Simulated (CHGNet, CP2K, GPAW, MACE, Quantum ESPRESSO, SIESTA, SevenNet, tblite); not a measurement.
## CP2K on H-capped Ge nanowire along [001] with a Si core (73 atoms): settings against a plane-wave reference

Aim: run H-capped Ge nanowire along [001] with a Si core (73 atoms) in CP2K and see how near its forces come to a plane-wave reference, and at what cost.

Program: CP2K 2026.2. Level of theory: the method is named at each step. Results are calculated unless marked as measured.

## (1) Set-up

The cell holds 73 atoms: 32 Ge, 13 Si and 28 H. Its edges and angles: a = 26.501 Å, b = 26.501 Å, c = 5.658 Å, α = 90.0°, β = 90.0°, γ = 90.0°. It derives from Ge (diamond-structure). Round section of size parameter 8.03 Å cut from diamond-structure Ge (a = 5.658 Å) along [001], 1 period, broken bonds capped with H, 12 Å of vacuum, Si core of radius 4.42 Å. Then every atom was moved at random, 0.05 Å r.m.s. a Cartesian component (hydrogen 0.6 of that). Regions: wire, 45 atoms (32 Ge and 13 Si); hydrogen, 28 atoms (28 H). Vacuum lies along a and b. The structure's axis is c.

The yardstick, on the same geometry:

| Property | Result |
| --- | --- |
| method | Kohn-Sham DFT, PBE, SSSP efficiency 1.3.0 pseudopotentials, plane waves (Quantum ESPRESSO 7.5); sssp-pbe-1.3.0-efficiency, cutoffs 60/480 Ry, Γ point |
| r.m.s. force component | 0.8437 eV/Å |
| longest force | 3.707 eV/Å |
| gap (highest filled to lowest empty level) | 1.62 eV |
| time | 56 min on 1 thread of Arm Neoverse V1, shared host |
| CPU time | 56 min |

## (2) PBE, DZVP-MOLOPT-SR, 450/50 Ry, diagonalisation

Method: Kohn-Sham DFT, PBE, GTH-PBE pseudopotentials, Gaussian and plane waves, DZVP-MOLOPT-SR-GTH, diagonalisation.

Input file input.inp:

```
&GLOBAL
  PROJECT cell
  RUN_TYPE ENERGY_FORCE
  PRINT_LEVEL LOW
&END GLOBAL
&FORCE_EVAL
  METHOD QS
  &DFT
    BASIS_SET_FILE_NAME BASIS_MOLOPT
    POTENTIAL_FILE_NAME GTH_POTENTIALS
    &MGRID
      CUTOFF 450
      REL_CUTOFF 50
    &END MGRID
    &QS
      EPS_DEFAULT 1.0E-12
    &END QS
    &SCF
      SCF_GUESS ATOMIC
      EPS_SCF 5.0E-06
      MAX_SCF 200
      ADDED_MOS 14
      &DIAGONALIZATION
        ALGORITHM STANDARD
      &END DIAGONALIZATION
      &SMEAR ON
        METHOD FERMI_DIRAC
        ELECTRONIC_TEMPERATURE [K] 580
      &END SMEAR
      &MIXING
        METHOD BROYDEN_MIXING
        ALPHA 0.2
        NBROYDEN 12
        BETA 0.05
      &END MIXING
      &PRINT
        &RESTART OFF
        &END RESTART
      &END PRINT
    &END SCF
    &XC
      &XC_FUNCTIONAL PBE
      &END XC_FUNCTIONAL
    &END XC
    &PRINT
      &MULLIKEN ON
      &END MULLIKEN
      &HIRSHFELD ON
        SHAPE_FUNCTION DENSITY
      &END HIRSHFELD
      &MO ON
        EIGENVALUES T
        OCCUPATION_NUMBERS T
        MO_INDEX_RANGE 93 116
        &EACH
          QS_SCF 0
        &END EACH
        ADD_LAST NUMERIC
      &END MO
    &END PRINT
  &END DFT
  &SUBSYS
    &CELL
      A 26.50091 0.00000 0.00000
      B 0.00000 26.50091 0.00000
      C 0.00000 0.00000 5.65800
    &END CELL
    &COORD
      SCALED
      Ge 0.34835 0.27579 0.50643
      Ge 0.27484 0.34303 0.99963
      Ge 0.34603 0.34650 0.25153
      Ge 0.34999 0.42134 0.49746
      Ge 0.27705 0.42438 0.73685
      Ge 0.27343 0.50059 0.99062
      Si 0.34940 0.50234 0.23276
      Ge 0.34897 0.57604 0.49809
      Ge 0.27015 0.57796 0.74315
      Ge 0.27499 0.64898 0.99230
      Ge 0.34704 0.64902 0.27202
      Ge 0.35544 0.72956 0.50274
      Ge 0.50061 0.27194 0.50797
      Ge 0.42326 0.27329 0.74263
      Ge 0.42309 0.34403 0.98348
      Si 0.49958 0.34784 0.25085
      Si 0.50164 0.42414 0.49965
      Si 0.42466 0.42459 0.73986
      Si 0.42682 0.49841 0.01080
      Si 0.50153 0.50084 0.24146
      Si 0.49865 0.57683 0.50329
      Si 0.42465 0.57492 0.77163
      Ge 0.42497 0.65055 0.98750
      Si 0.49959 0.65214 0.24394
      Ge 0.50070 0.72773 0.51770
      Ge 0.42437 0.72874 0.75157
      Ge 0.65070 0.27458 0.51408
      Ge 0.57807 0.27173 0.73574
      Ge 0.57479 0.35246 0.99091
      Ge 0.64869 0.34780 0.25085
      Ge 0.65232 0.42620 0.48797
      Si 0.58128 0.42530 0.75472
      Si 0.57842 0.50078 0.99803
      Si 0.64804 0.49936 0.23751
      Ge 0.65201 0.57592 0.48928
      Si 0.57414 0.57633 0.75895
      Ge 0.57602 0.64738 0.00231
      Ge 0.64997 0.65142 0.27290
      Ge 0.65064 0.72385 0.48383
      Ge 0.57479 0.72278 0.74564
      Ge 0.72804 0.34651 0.00408
      Ge 0.72899 0.42620 0.76254
      Ge 0.72849 0.50041 0.00129
      Ge 0.72421 0.57662 0.76665
      Ge 0.72489 0.65001 0.01691
      H 0.30256 0.27081 0.66233
      H 0.34914 0.22472 0.33672
      H 0.22827 0.35084 0.15582
      H 0.27296 0.30064 0.84156
      H 0.22569 0.42349 0.59457
      H 0.22643 0.49916 0.15014
      H 0.22829 0.57601 0.58277
      H 0.27234 0.69807 0.85673
      H 0.22536 0.65007 0.15598
      H 0.29935 0.72412 0.65402
      H 0.34831 0.77153 0.34753
[... 13 atom lines left out ...]
      H 0.77497 0.49980 0.15110
      H 0.77455 0.57471 0.59410
      H 0.77237 0.65105 0.14913
      H 0.72524 0.69745 0.83710
    &END COORD
    &KIND Ge
      BASIS_SET DZVP-MOLOPT-SR-GTH-q4
      POTENTIAL GTH-PBE-q4
    &END KIND
    &KIND Si
      BASIS_SET DZVP-MOLOPT-SR-GTH-q4
      POTENTIAL GTH-PBE-q4
    &END KIND
    &KIND H
      BASIS_SET DZVP-MOLOPT-SR-GTH-q1
      POTENTIAL GTH-PBE-q1
    &END KIND
  &END SUBSYS
  &PRINT
    &FORCES ON
    &END FORCES
  &END PRINT
&END FORCE_EVAL
```

The run is started by

```bash
$ OMP_NUM_THREADS=2 cp2k.psmp -i input.inp > output.txt
```

Numbers of over 12 decimals in the logs are rounded to 6 here.

Log:

```text
CP2K| version string:                                       CP2K version 2026.2
 CP2K| Input file name                                                 input.inp
 GLOBAL| Basis set file name                                        BASIS_MOLOPT
 GLOBAL| Potential file name                                      GTH_POTENTIALS
 GLOBAL| Run type                                                   ENERGY_FORCE
 GLOBAL| Total number of message passing processes                             1
 GLOBAL| Number of threads for this process                                    2
 TOTAL NUMBERS AND MAXIMUM NUMBERS
  Total number of            - Atomic kinds:                                   3
                             - Atoms:                                         73
                             - Shell sets:                                    73
                             - Shells:                                       309
                             - Primitive Cartesian functions:                320
                             - Cartesian basis functions:                    770
                             - Spherical basis functions:                    725
  Maximum angular momentum of- Orbital basis functions:                        2
                             - Local part of the GTH pseudopotential:          2
                             - Non-local part of the GTH pseudopotential:      4
 SCF PARAMETERS         Density guess:                                    ATOMIC
                        max_scf:                                             200
                        eps_scf:                                        5.00E-06
                        added MOs                                        14    0
                        Mixing method:                            BROYDEN_MIXING
                                                charge density mixing in g-space
                        Smear method:                                FERMI_DIRAC
                        Electronic temperature [K]:                        580.0
                        Electronic temperature [a.u.]:                  1.84E-03
                        Accuracy threshold:                             1.00E-10
 Extrapolation method: initial_guess
 Number of electrons:                                                        208
 Number of occupied orbitals:                                                104
 Number of molecular orbitals:                                               118
 Number of orbital functions:                                                725
 Number of independent orbital functions:                                    725
 SCF WAVEFUNCTION OPTIMIZATION
  Step     Update method      Time    Convergence         Total energy    Change
     1 NoMix/Diag. 0.20E+00    5.6     0.99991017      -189.8353190860 -1.90E+02
     2 Broy./Diag. 0.20E+00    7.3     0.07421886      -194.0761019126 -4.24E+00
     3 Broy./Diag. 0.20E+00    7.4     0.06027819      -193.8908934136  1.85E-01
     4 Broy./Diag. 0.20E+00    7.4     0.04181903      -193.1906511242  7.00E-01
[...]
13 Broy./Diag. 0.20E+00    7.8     0.00001139      -192.7210694016  7.79E-05
    14 Broy./Diag. 0.20E+00    7.9     0.00000415      -192.7212069069 -1.38E-04
  *** SCF run converged in    14 steps ***
  Electronic density on regular grids:       -208.0000000000        0.0000000000
  Core density on regular grids:              207.9999999994       -0.0000000006
  Total charge density on r-space grids:       -0.0000000006
  Total charge density g-space grids:          -0.0000000006
  Overlap energy of the core charge distribution:               3.01458e-05
  Self energy of the core charge distribution:               -440.314827
  Core Hamiltonian energy:                                    105.018061
  Hartree energy:                                             205.086048
  Exchange-correlation energy:                                -62.510519
  Electronic entropic energy:                                  -1.05981e-08
  Fermi energy:                                                -0.049991
  Total energy:                                              -192.721207
  Total energy (extrapolated to T->0):                       -192.721207
 MO| EIGENVALUES AND OCCUPATION NUMBERS
 MO|
 MO|  Index      Eigenvalue [a.u.]        Eigenvalue [eV]             Occupation
 MO|     93              -0.126485              -3.441844               2.000000
 MO|     94              -0.124475              -3.387124               2.000000
 MO|     95              -0.123068              -3.348859               2.000000
[...]
MO|    115               0.015438               0.420084               0.000000
 MO|    116               0.016509               0.449244               0.000000
 MO| Sum:                                                             208.000000
 MO| E(Fermi):           -0.049991 a.u.         -1.360315 eV
 !-----------------------------------------------------------------------------!
                     Mulliken Population Analysis
 #  Atom  Element  Kind  Atomic population                           Net charge
       1     Ge       1          4.110416                             -0.110416
       2     Ge       1          4.020172                             -0.020172
       3     Ge       1          4.063946                             -0.063946
[...]
72     H        3          0.944116                              0.055884
      73     H        3          0.966424                              0.033576
 # Total charge                            208.000000                  0.000000
 !-----------------------------------------------------------------------------!
 !-----------------------------------------------------------------------------!
                           Hirshfeld Charges
  #Atom  Element  Kind  Ref Charge     Population                    Net charge
      1       Ge     1       4.000          3.906                         0.094
      2       Ge     1       4.000          3.891                         0.109
      3       Ge     1       4.000          3.994                         0.006
[...]
72       H      3       1.000          1.058                        -0.058
     73       H      3       1.000          1.054                        -0.054
  Total Charge                                                           -0.000
 !-----------------------------------------------------------------------------!
 ENERGY| Total FORCE_EVAL ( QS ) energy [hartree]           -192.721390
 FORCES| Atomic forces [hartree/bohr]
 FORCES|   Atom     x               y               z               |f|
 FORCES|      1  8.17500638E-03 -4.01470107E-02 -2.77213400E-02   4.94680290E-02
 FORCES|      2 -1.00199073E-02  5.77745040E-02  1.28449027E-02   6.00273553E-02
 FORCES|      3  2.14716791E-02  5.44054629E-03 -1.15765414E-02   2.49929762E-02
[...]
FORCES|     72  2.37944397E-02 -6.80590575E-04  1.52466438E-02   2.82683340E-02
 FORCES|     73  2.92482680E-04 -1.19875521E-02  1.49318884E-02   1.91506721E-02
 FORCES| Sum    -2.16659481E-06  2.63739765E-07 -2.72449420E-07
 FORCES| Total atomic force                                       2.19952732E-06
```

It took 2 min on 2 threads of Arm Neoverse V1, shared host; peak memory 7.6 GiB.

Banners, paths, timers and routine set-up lines are dropped from the logs unmarked, and long logs keep their key lines alone; longer cuts are marked.

Compared with the plane-wave run:

```yaml
r_m_s_force_component: 0.8573 eV/Å
r_m_s_difference_of_force_components: 90.15 meV/Å
longest_difference_of_force_vectors: 341.2 meV/Å
force_difference_over_r_m_s_force: 10.68 %
slope_of_forces_against_the_reference_s: 1.01
correlation_of_force_components: 0.9945
spacing_of_highest_filled_and_lowest_empty_level: 1.634 eV
gap_difference: 0.0134 eV
```

Length of the force difference by element (eV/Å):

```tsv
element	atoms	mean	most
Ge	32	0.15	0.34
H	28	0.14	0.28
Si	13	0.038	0.076
```

Levels nearest the highest filled one (eV from it): -1.27, -1.21, -1.17, -0.97, -0.94, -0.79, -0.77, -0.57, -0.34, -0.28, -0.23, 0.00, 1.63, 1.80, 1.84, 1.94, 2.12, 2.17, 2.34, 2.38, 2.43, 2.47, 2.60, 2.63.

The surroundings of Ge12, which bears the longest force, nearest first, numbered as they follow in the input and with coordinates relative to it.

```tsv
atom	x	y	z	distance (Å)	bonds	Hirshfeld charge (e)	Fx	Fy	Fz (eV/Å)
Ge12	0.00	0.00	0.00	0.00	4	0.10	-2.89	-2.28	1.02
H56	-0.19	1.11	-0.88	1.43	1	-0.06	-0.01	1.75	-1.35
H55	-1.49	-0.14	0.86	1.72	1	-0.05	1.69	0.41	-0.86
Ge26	1.83	-0.02	1.41	2.31	4	0.07	0.91	-0.43	0.70
Ge11	-0.22	-2.13	-1.31	2.51	4	0.01	1.00	1.36	-1.49
H53	-2.20	-0.83	2.00	3.09	1	-0.06	0.07	0.48	-0.26
H60	1.87	1.21	2.32	3.22	1	-0.05	-0.07	0.13	0.17
Ge25	3.85	-0.05	0.08	3.85	4	0.05	-0.58	-0.25	-1.89
Ge23	1.84	-2.09	2.74	3.91	4	0.00	-0.40	0.31	1.24
```

Forces lie 11 % from the reference's, at 0.060 times its CPU time (on 2 against 1 cores).

## (3) PBE, SZV-MOLOPT-SR, 450/50 Ry, diagonalisation

Method: Kohn-Sham DFT, PBE, GTH-PBE pseudopotentials, Gaussian and plane waves, SZV-MOLOPT-SR-GTH, diagonalisation.

Changes to input.inp since step 2:

```diff
@@ -67,8 +67,8 @@
     &END CELL
-    &COORD
-      SCALED
-[... 73 atom lines left out: the same atoms as in the first run ...]
-    &END COORD
+    &TOPOLOGY
+      COORD_FILE_NAME structure.xyz
+      COORD_FILE_FORMAT XYZ
+    &END TOPOLOGY
     &KIND Ge
-      BASIS_SET DZVP-MOLOPT-SR-GTH-q4
+      BASIS_SET SZV-MOLOPT-SR-GTH-q4
       POTENTIAL GTH-PBE-q4
@@ -76,3 +76,3 @@
     &KIND Si
-      BASIS_SET DZVP-MOLOPT-SR-GTH-q4
+      BASIS_SET SZV-MOLOPT-SR-GTH-q4
       POTENTIAL GTH-PBE-q4
@@ -80,3 +80,3 @@
     &KIND H
-      BASIS_SET DZVP-MOLOPT-SR-GTH-q1
+      BASIS_SET SZV-MOLOPT-SR-GTH-q1
       POTENTIAL GTH-PBE-q1
```

Input file structure.xyz:

```xyz
73

Ge 9.23159 7.30869 2.86538
Ge 7.28351 9.09061 5.65591
Ge 9.17011 9.18257 1.42316
Ge 9.27505 11.16589 2.81463
Ge 7.34208 11.24646 4.16910
Ge 7.24614 13.26609 5.60493
Si 9.25942 13.31247 1.31696
Ge 9.24802 15.26558 2.81819
Ge 7.15922 15.31647 4.20474
Ge 7.28749 17.19856 5.61443
Ge 9.19688 17.19962 1.53909
Ge 9.41948 19.33400 2.84450
Ge 13.26662 7.20666 2.87409
Ge 11.21678 7.24243 4.20180
Ge 11.21227 9.11711 5.56453
Si 13.23932 9.21808 1.41931
Si 13.29392 11.24010 2.82702
Si 11.25388 11.25202 4.18613
Si 11.31112 13.20832 0.06111
Si 13.29100 13.27272 1.36618
[... 49 atom lines left out ...]
H 20.53741 13.24515 0.85492
H 20.52628 15.23034 3.36142
H 20.46851 17.25342 0.84378
H 19.21952 18.48306 4.73631
```

The run is started by

```bash
$ OMP_NUM_THREADS=1 cp2k.psmp -i input.inp > output.txt
```

Log:

```text
CP2K| version string:                                       CP2K version 2026.2
 CP2K| Input file name                                                 input.inp
 GLOBAL| Basis set file name                                        BASIS_MOLOPT
 GLOBAL| Potential file name                                      GTH_POTENTIALS
 GLOBAL| Run type                                                   ENERGY_FORCE
 GLOBAL| Total number of message passing processes                             1
 GLOBAL| Number of threads for this process                                    1
[... lines left out ...]
                        Smear method:                                FERMI_DIRAC
[... lines left out ...]
 Number of electrons:                                                        208
[... lines left out ...]
  Step     Update method      Time    Convergence         Total energy    Change
[... lines left out ...]
  *** SCF run converged in    13 steps ***
[... lines left out ...]
  Fermi energy:                                                 0.040797
  Total energy:                                              -191.248183
  Total energy (extrapolated to T->0):                       -191.248183
[... lines left out ...]
 MO| E(Fermi):            0.040797 a.u.          1.110138 eV
[... lines left out ...]
                           Hirshfeld Charges
  #Atom  Element  Kind  Ref Charge     Population                    Net charge
      1       Ge     1       4.000          3.913                         0.087
      2       Ge     1       4.000          3.907                         0.093
      3       Ge     1       4.000          3.995                         0.005
[...]
72       H      3       1.000          1.052                        -0.052
     73       H      3       1.000          1.047                        -0.047
  Total Charge                                                           -0.000
 !-----------------------------------------------------------------------------!
 ENERGY| Total FORCE_EVAL ( QS ) energy [hartree]           -191.248229
 FORCES| Atomic forces [hartree/bohr]
 FORCES|   Atom     x               y               z               |f|
 FORCES|      1  6.96994838E-03 -5.50895349E-02 -3.24214365E-02   6.43007510E-02
 FORCES|      2 -1.74625783E-02  7.08883982E-02  1.32314799E-02   7.41968915E-02
 FORCES|      3  2.78654478E-02  5.54675316E-03 -1.48938512E-02   3.20792216E-02
[...]
FORCES|     72  1.32446347E-02 -4.05358175E-04  9.24301502E-03   1.61560512E-02
 FORCES|     73  1.35638949E-03 -2.67906476E-02  2.87306059E-02   3.93068226E-02
 FORCES| Sum    -3.00695722E-06  3.29511494E-07 -5.58268766E-08
 FORCES| Total atomic force                                       3.02547289E-06
```

It took 2.5 min on 1 thread; peak memory 7.3 GiB.

Compared with the plane-wave run:

```yaml
r_m_s_force_component: 1.08 eV/Å
r_m_s_difference_of_force_components: 473.7 meV/Å
longest_difference_of_force_vectors: 1346 meV/Å
force_difference_over_r_m_s_force: 56.14 %
slope_of_forces_against_the_reference_s: 1.161
correlation_of_force_components: 0.9074
spacing_of_highest_filled_and_lowest_empty_level: 3.258 eV
gap_difference: 1.638 eV
```

This is a coarse setting, run to see what it loses.

Against the first run (11 %), the force difference from the reference is 56 %, at 0.76 times the CPU time (on 1 against 2 cores), with 208 basis functions against 725: the smaller basis costs accuracy.

[end of part 1 of 4]

[Also dropped from logs without a mark: logging warnings of Python, and SIESTA's first energy breakdown and zero terms.]

[Logs are printed without paths, hosts, clocks, repeated set-up lines and the standing remarks that a program may print on its own settings, such as how far it seeks lower states.]

[Hosts, paths, dates, database ids (printed as entryN), source tags and the programs' standing remarks are cut or masked in the printed files.]
